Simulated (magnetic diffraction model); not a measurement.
## Which magnetic order? Er₃SiGe₁₂Ru₄

Space group Pm-3n (no. 223), a = 9.0220 Å.

```
site  atom    x       y       z
  6c    Er  1/4       0     1/2
  8e    Ru  3/4     3/4     3/4
 24k    Ge    0  0.8512  0.6862
  2a    Si    0       0       0
```

This is a made-up structure (elements placed in a structure type, unrelaxed), so the numbers test the method and describe no known phase.

Only Er is taken to order (form factors of Er3+); orders and moment sizes are assumed, and not adapted to the symmetry. Radiation: neutrons of λ = 2.567 Å, 8° to 75°; isotropic B of 0.51 Å² (Er), 0.57 Å² (Ru), 0.79 Å² (Ge) and 0.98 Å² (Si). Simulated constant-wavelength pattern: nuclear and magnetic terms add, the magnetic one as |2.695 fm × Σ f S⊥ exp(2πi Q·r) exp(−B s²)|², summed over all Q at one angle with the factor 1/(sin²θ cos θ). For collinear order S is the moment m, which repeats by lattice and centring translations R with the sign exp(−2πi k·R). Free-ion form factors, Sears's scattering lengths of 1992, no absorption; a label names one of the reflections at its angle. The strongest nuclear line in the range is 100, and lines under 0.2 are left out.

Above the ordering temperature:

```csv
2θ (°),index,I
23.21,(1 1 0),1.4
33.06,(2 0 0),4.1
37.10,(2 1 0),0.3
40.79,(2 1 1),1.3
53.47,(3 1 0),5.7
59.05,(2 2 2),5.9
61.72,(3 2 0),100.0
64.32,(3 2 1),32.6
69.37,(4 0 0),16.6
71.83,(4 1 0),20.5
74.25,(3 3 0),8.9
```

Below it (cell unchanged):

```
2θ (°)      I
  8.16  111.3
 18.30    4.3
 23.21    1.4
 24.64    6.7
 29.72   16.5
 33.06    4.1
 34.11   14.9
 37.10    0.3
 38.05    9.6
 40.79    1.3
 41.67    6.3
 45.05   12.1
 48.24    3.0
 53.47    5.7
 54.19   11.1
 57.00    6.5
 59.05    5.9
 59.73    3.1
 61.72  100.0
 62.38    5.8
 64.32   32.6
 64.96    5.4
 67.50    3.7
 69.37   16.6
 69.99    7.2
 71.83   20.5
 72.44    6.7
 74.25    8.9
 74.85    1.1
```

**Question.** Check that the new lines index with k = (1/2 0 0), then choose among these models:
A. collinear moments along [001], 6.8 μB on Er; signs + at (1/4, 0, 1/2), + at (1/2, 3/4, 0), + at (0, 1/2, 1/4), − at (3/4, 0, 1/2), + at (1/2, 1/4, 0), + at (0, 1/2, 3/4)
B. collinear moments along [111], 6.8 μB on Er; signs + at (1/4, 0, 1/2), + at (1/2, 3/4, 0), + at (0, 1/2, 1/4), − at (3/4, 0, 1/2), + at (1/2, 1/4, 0), + at (0, 1/2, 3/4)
C. collinear moments along [111], 6.8 μB on Er; signs + at (1/4, 0, 1/2), + at (1/2, 3/4, 0), + at (0, 1/2, 1/4), + at (3/4, 0, 1/2), + at (1/2, 1/4, 0), + at (0, 1/2, 3/4)
D. collinear moments along [001], 6.8 μB on Er; signs + at (1/4, 0, 1/2), + at (1/2, 3/4, 0), + at (0, 1/2, 1/4), + at (3/4, 0, 1/2), + at (1/2, 1/4, 0), + at (0, 1/2, 3/4)

The new lines index as (1/2 0 0) at 8.16°, (1/2 1 0) at 18.30°, (3/2 0 0) at 24.64° and (3/2 1 0) at 29.72°, that is as H ± k with k = (1/2 0 0), one of 3 inequivalent arms of its star (k and −k counted as one), which a powder can't tell apart. Half indices mean that the moments reverse under translations with k·R a half-integer, and the magnetic cell has twice the primitive volume.

Magnetic intensity, observed (below minus above) and for each model:

| 2θ (°) | index | observed | A | B | C | D |
| --- | --- | --- | --- | --- | --- | --- |
| 8.16 | (1/2 0 0) | 111.3 | 111.3 | 74.2 | 74.2 | 111.3 |
| 18.30 | (1/2 1 0) | 4.3 | 4.3 | 11.8 | 11.8 | 17.0 |
| 29.72 | (3/2 1 0) | 16.5 | 16.5 | 12.3 | 12.3 | 14.7 |
| 34.11 | (3/2 1 1) | 14.9 | 14.9 | 12.6 | 12.6 | 6.5 |
| 38.05 | (1/2 2 1) | 9.6 | 9.6 | 14.7 | 14.7 | 13.6 |
| 41.67 | (5/2 0 0) | 6.3 | 6.3 | 7.7 | 7.7 | 10.1 |
| 45.05 | (5/2 1 0) | 12.1 | 12.1 | 8.9 | 8.9 | 9.7 |
| 57.00 | (5/2 2 1) | 6.5 | 6.5 | 5.5 | 5.5 | 4.5 |

Model A matches.

The structure used: k = (1/2 0 0), collinear moments along [001], 6.8 μB on Er; signs + at (1/4, 0, 1/2), + at (1/2, 3/4, 0), + at (0, 1/2, 1/4), − at (3/4, 0, 1/2), + at (1/2, 1/4, 0), + at (0, 1/2, 3/4).

[Logs are printed without paths, hosts, clocks, repeated set-up lines and the standing remarks that a program may print on its own settings, such as how far it seeks lower states.]
